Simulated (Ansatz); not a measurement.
## Starting-point dependence of the GW gap of CsPbCl3 (Pm-3m)

How much of the starting functional survives in the G0W0 gap of CsPbCl3 (Pm-3m)?

Method: G0W0 on several functionals, plane waves, PAW, in Ansatz 0.2.0.

This is a report of a sequence of runs, with most program output left out.

In doubt: masses and optical values from hybrid runs of this build are listed as unsure (steps 6, 7, 8), which bears on the screening that GW takes from such a start.

## 1. The starting structure

Symmetry: Pm-3m, No. 221, cubic system. Conventional cell: a = 5.605 Å, b = 5.605 Å, c = 5.605 Å, α = 90.00°, β = 90.00°, γ = 90.00°. Nearest to Cs lie 12 Cl at 3.96 Å. Pb has 6 Cl at 2.80 Å nearest. Nearest to Cl lie 2 Pb at 2.80 Å and 4 Cs at 3.96 Å. Farther neighbours and most contacts between anions are not listed.

The cell and positions come from the Crystallography Open Database and are kept as given unless a step says otherwise. Spin-orbit coupling is left out unless a step names it.

## 2. G0W0 on LDA

Now the one-shot GW correction: screening in the RPA, then the self-energy of the levels asked for. This step takes PAW set soft_1 files.

This step: G0W0 on LDA, plane waves, PAW; PAW set soft_1.

input.yaml reads:

```yaml
crystal:
  lattice:
    - [5.605, 0.0, 0.0]
    - [0.0, 5.605, 0.0]
    - [0.0, 0.0, 5.605]
  atoms:
    - { symbol: Cs, position: [0.0, 0.0, 0.0] }
    - { symbol: Pb, position: [0.5, 0.5, 0.5] }
    - { symbol: Cl, position: [0.5, 0.5, 0.0] }
    - { symbol: Cl, position: [0.0, 0.5, 0.5] }
    - { symbol: Cl, position: [0.5, 0.0, 0.5] }
kpoints:
  mp_grid: { grid: [2, 2, 2] }
hamiltonian:
  xc: lda
  pseudopotentials: { kind: paw, azcp: { folder: soft_1 }, xc_functional: pbe }
scf:
  occupations: { method: fixed }
gw:
  n_empty_bands: 399
  ecut_chi: 100
  qp_bands: [v2, c2]
  qp_kpoints: band_edges
  screening: { model: contour_deformation }
```

On the command line:

```
$ ansatz run input.yaml --threads 2 --pin off --max-ram 92160MiB --backend cuda --events-out ev --progress --plain --runs-dir out --devices 1 --max-vram 13GiB
```

Wall time 8.1 s (1 × NVIDIA H100 80GB HBM3 (shared by 6 runs) with 2 threads of AMD EPYC 7R13 (Zen 3), shared host); peak memory 1.3 GiB; 8.8 s of CPU time.

Numbers from this step:

- bands summed: 421
- RPA ε∞ on this mesh (eigenvalues): 9.234, 9.234, 9.234
- plane waves in the screening matrix: 389
- q-points in the mesh: 8
- G0W0 gap on the mesh: 2.839 eV
- k of the valence top: -0.5, -0.5, -0.5
- k of the conduction bottom: -0.5, -0.5, -0.5
- starting gap on the mesh: 1.665 eV
- Z at the valence top: 0.7447
- Z at the conduction bottom: 0.7716
- least direct G0W0 gap on the computed points: 2.839 eV

The gap on the mesh goes from 1.67 eV to 2.84 eV, a correction of +1.17 eV. Between the two edge states, bare exchange in place of the xc potential would open the gap by 6.74 eV, and correlation takes back 5.56 eV.

## 3. G0W0 on PBEsol

The same correction from a different start measures what one shot leaves open.

This step: G0W0 on PBEsol, plane waves, PAW; PAW set soft_1.

Edit input.yaml of step 2 so:

```diff
@@ -14,3 +14,3 @@
 hamiltonian:
-  xc: lda
+  xc: pbesol
   pseudopotentials: { kind: paw, azcp: { folder: soft_1 }, xc_functional: pbe }
```

Elapsed: 11 s, on 1 × NVIDIA H100 80GB HBM3 (shared by 6 runs) with 2 threads; peak memory 1.3 GiB.

This step gave:

```yaml
bands_summed: 421
rpa_eps_infinity_on_this_mesh_eigenvalues: 8.568, 8.568, 8.568
plane_waves_in_the_screening_matrix: 389
q_points_in_the_mesh: 8
g0w0_gap_on_the_mesh: 2.893 eV
k_of_the_valence_top: -0.5, -0.5, -0.5
k_of_the_conduction_bottom: -0.5, -0.5, -0.5
starting_gap_on_the_mesh: 1.743 eV
z_at_the_valence_top: 0.7481
z_at_the_conduction_bottom: 0.7741
least_direct_g0w0_gap_on_the_computed_points: 2.893 eV
```

Against the run with 2×2×2 mesh, 399 empty bands, screening to 100 eV, PAW set soft_1 files on LDA, the gap moves by +0.05 eV, while the start moved by +0.08 eV.

## 4. G0W0 on PBE

This step: G0W0 on PBE, plane waves, PAW; PAW set soft_1.

Edit input.yaml of step 3 so:

```diff
@@ -14,4 +14,4 @@
 hamiltonian:
-  xc: pbesol
-  pseudopotentials: { kind: paw, azcp: { folder: soft_1 }, xc_functional: pbe }
+  xc: pbe
+  pseudopotentials: { kind: paw, azcp: { folder: soft_1 } }
 scf:
```

The job ended after 6.3 s (1 × NVIDIA H100 80GB HBM3 (shared by 6 runs) with 2 threads; peak memory 1.3 GiB).

Numbers from this step:

```
bands summed                                 : 421
RPA ε∞ on this mesh (eigenvalues)            : 7.609, 7.609, 7.609
plane waves in the screening matrix          : 389
G0W0 gap on the mesh                         : 2.958 eV
k of the valence top                         : -0.5, -0.5, -0.5
k of the conduction bottom                   : -0.5, -0.5, -0.5
starting gap on the mesh                     : 1.883 eV
least direct G0W0 gap on the computed points : 2.958 eV
```

Against the run with 2×2×2 mesh, 399 empty bands, screening to 100 eV, PAW set soft_1 files on PBEsol, the gap moves by +0.06 eV, while the start moved by +0.14 eV.

## 5. G0W0 on r2SCAN

This step: G0W0 on r2SCAN, plane waves, PAW; PAW set soft_1.

Edit input.yaml of step 4 so:

```diff
@@ -14,3 +14,3 @@
 hamiltonian:
-  xc: pbe
+  xc: r2scan
   pseudopotentials: { kind: paw, azcp: { folder: soft_1 } }
```

The job ended after 17 s (1 × NVIDIA H100 80GB HBM3 (shared by 6 runs) with 2 threads; peak memory 1.6 GiB; 9.8 s of CPU time).

This step gave:

```
bands summed                                 : 421
RPA ε∞ on this mesh (eigenvalues)            : 5.849, 5.849, 5.849
plane waves in the screening matrix          : 389
G0W0 gap on the mesh                         : 3.307 eV
k of the valence top                         : -0.5, -0.5, -0.5
k of the conduction bottom                   : -0.5, -0.5, -0.5
starting gap on the mesh                     : 2.285 eV
least direct G0W0 gap on the computed points : 3.307 eV
```

Against the run with 2×2×2 mesh, 399 empty bands, screening to 100 eV, PAW set soft_1 files on PBE, the gap moves by +0.35 eV, while the start moved by +0.40 eV.

## 6. G0W0 on HSE06

This step: G0W0 on HSE06, plane waves, PAW; PAW set soft_1.

Edit input.yaml of step 5 so:

```diff
@@ -14,3 +14,3 @@
 hamiltonian:
-  xc: r2scan
+  xc: hse06
   pseudopotentials: { kind: paw, azcp: { folder: soft_1 } }
```

It took 31 s on 1 × NVIDIA H100 80GB HBM3 (shared by 6 runs) with 2 threads; peak memory 1.4 GiB.

This step gave:

| Property | Result |
| --- | --- |
| bands summed | 421 |
| RPA ε∞ on this mesh (eigenvalues) | 4.943, 4.943, 4.943 |
| plane waves in the screening matrix | 389 |
| G0W0 gap on the mesh | 3.486 eV |
| k of the valence top | -0.5, -0.5, -0.5 |
| k of the conduction bottom | -0.5, -0.5, -0.5 |
| starting gap on the mesh | 2.694 eV |
| least direct G0W0 gap on the computed points | 3.486 eV |

Against the run with 2×2×2 mesh, 399 empty bands, screening to 100 eV, PAW set soft_1 files on r2SCAN, the gap moves by +0.18 eV, while the start moved by +0.41 eV.

## 7. G0W0 on PBE0

This step: G0W0 on PBE0, plane waves, PAW; PAW set soft_1.

Edit input.yaml of step 6 so:

```diff
@@ -14,3 +14,3 @@
 hamiltonian:
-  xc: hse06
+  xc: pbe0
   pseudopotentials: { kind: paw, azcp: { folder: soft_1 } }
```

It took 29 s on 1 × NVIDIA H100 80GB HBM3 (shared by 6 runs) with 2 threads; peak memory 1.4 GiB; 28 s of CPU time.

This step gave:

| Quantity | Value |
| --- | --- |
| bands summed | 421 |
| RPA ε∞ on this mesh (eigenvalues) | 4.281, 4.281, 4.281 |
| plane waves in the screening matrix | 389 |
| G0W0 gap on the mesh | 3.738 eV |
| k of the valence top | -0.5, -0.5, -0.5 |
| k of the conduction bottom | -0.5, -0.5, -0.5 |
| starting gap on the mesh | 3.407 eV |
| least direct G0W0 gap on the computed points | 3.738 eV |

Against the run with 2×2×2 mesh, 399 empty bands, screening to 100 eV, PAW set soft_1 files on HSE06, the gap moves by +0.25 eV, while the start moved by +0.71 eV.

## 8. G0W0 on Hartree-Fock

This step: G0W0 on Hartree-Fock, plane waves, PAW; PAW set soft_1.

Edit input.yaml of step 7 so:

```diff
@@ -14,3 +14,3 @@
 hamiltonian:
-  xc: pbe0
+  xc: hf
   pseudopotentials: { kind: paw, azcp: { folder: soft_1 } }
```

It took 36 s on 1 × NVIDIA H100 80GB HBM3 (shared by 6 runs) with 2 threads; peak memory 1.5 GiB; 32 s of CPU time.

Numbers from this step:

| Quantity | Value |
| --- | --- |
| bands summed | 421 |
| RPA ε∞ on this mesh (eigenvalues) | 2.204, 2.204, 2.204 |
| plane waves in the screening matrix | 389 |
| G0W0 gap on the mesh | 5.382 eV |
| k of the valence top | -0.5, -0.5, -0.5 |
| k of the conduction bottom | -0.5, -0.5, -0.5 |
| starting gap on the mesh | 8.312 eV |
| least direct G0W0 gap on the computed points | 5.382 eV |

Against the run with 2×2×2 mesh, 399 empty bands, screening to 100 eV, PAW set soft_1 files on PBE0, the gap moves by +1.64 eV, while the start moved by +4.91 eV.

## 9. Side by side

All on the 2×2×2 mesh with 399 empty bands and screening to 100 eV. Times are wall times on 1 × NVIDIA H100 80GB HBM3 (shared by 6 runs) with 2 threads of AMD EPYC 7R13 (Zen 3), shared host, good to a factor of about two.

```csv
start,starting gap (eV),shift (eV),G0W0 gap (eV),RPA ε∞ (harmonic mean),"Z (valence, conduction)",time
LDA,1.67,+1.17,2.84,9.23,"0.74, 0.77",8.1 s
PBEsol,1.74,+1.15,2.89,8.57,"0.75, 0.77",11 s
PBE,1.88,+1.08,2.96,7.61,"0.75, 0.78",6.3 s
r2SCAN,2.28,+1.02,3.31,5.85,"0.77, 0.80",17 s
HSE06,2.69,+0.79,3.49,4.94,"0.79, 0.81",31 s
PBE0,3.41,+0.33,3.74,4.28,"0.81, 0.83",29 s
Hartree-Fock,8.31,−2.93,5.38,2.20,"0.89, 0.91",36 s
```

The parts of the quasiparticle energy at the two band edges (eV; QP = start + Σx + Σc − Vxc):

```csv
run,edge,start,Σx,Σc,Vxc,Z,QP
LDA,valence top,3.83,-21.06,1.73,-18.91,0.74,3.41
LDA,conduction bottom,5.49,-7.62,-3.83,-12.21,0.77,6.25
PBEsol,valence top,4.07,-21.03,1.75,-18.70,0.75,3.49
PBEsol,conduction bottom,5.82,-7.58,-3.74,-11.89,0.77,6.38
PBE,valence top,4.17,-21.07,1.74,-18.70,0.75,3.53
PBE,conduction bottom,6.05,-7.56,-3.67,-11.68,0.78,6.49
r2SCAN,valence top,3.94,-21.10,1.60,-18.91,0.77,3.36
r2SCAN,conduction bottom,6.23,-7.46,-3.55,-11.45,0.80,6.67
```

## 10. Results

| Quantity | Value |
| --- | --- |
| G0W0@LDA | 2.84 eV (start 1.67 eV) |
| G0W0@PBEsol | 2.89 eV (start 1.74 eV) |
| G0W0@PBE | 2.96 eV (start 1.88 eV) |
| G0W0@r2SCAN | 3.31 eV (start 2.28 eV) |
| G0W0@HSE06 | 3.49 eV (start 2.69 eV) |
| G0W0@PBE0 | 3.74 eV (start 3.41 eV) |
| G0W0@Hartree-Fock | 5.38 eV (start 8.31 eV) |
| known limits | not at the basis limit; no spin-orbit coupling; coarse k mesh |

**Reading.** The starting gaps span 6.65 eV and the G0W0 gaps 2.54 eV. Between LDA and Hartree-Fock, 2.54 eV of the 6.65 eV survives, 38 %. Hartree-Fock screens less than LDA (ε∞ 2.20 against 9.23). Of the 2.54 eV by which its G0W0 gap is higher, the correlation part gives +2.42 eV, and exchange with the one-particle terms, which follow the orbitals, +0.12 eV. On Hartree-Fock the correction is negative: that start lies above its own G0W0 value. The smallest correction, +0.33 eV, is on PBE0, the start nearest to reproducing itself. Bands and cutoff are finite, so the gap is not at the basis limit. The miss can reach some tenths of an eV and take either sign; the mesh is an error of its own. The 2×2×2 mesh is coarse for this cell (its supercell is 11 Å along the shortest edge). The RPA ε∞ on it, from the LDA start, is 9.23; such meshes misread the long-range screening, most where the gap is narrow. The program warns that the mesh is coarse for exact exchange, which bears on the hybrid start's gap. Where an edge is built on 6p states of lead, bismuth or thallium, scalar-relativistic gaps usually stand too wide, by a few tenths to over one eV. This is the ideal cubic cell; many perovskites, halides above all, are cubic only on average, and local tilts or off-centring can widen the gap. The many-body steps are scalar-relativistic: spin-orbit coupling is not in them.

[Paths, hosts, dates, memory and timing lines, banners, echoed tables and standing remarks are left out of the program output.]

[Logs are printed without paths, hosts, clocks, repeated set-up lines and the standing remarks that a program may print on its own settings, such as how far it seeks lower states.]

[Runs of the session that timed out or met a known fault of the program may be left out.]

[Cells called generated may have been cut or substituted from an entry of the Crystallography Open Database or the Materials Project.]

[Hosts, paths, dates, database ids (printed as entryN), source tags and the programs' standing remarks are cut or masked in the printed files.]
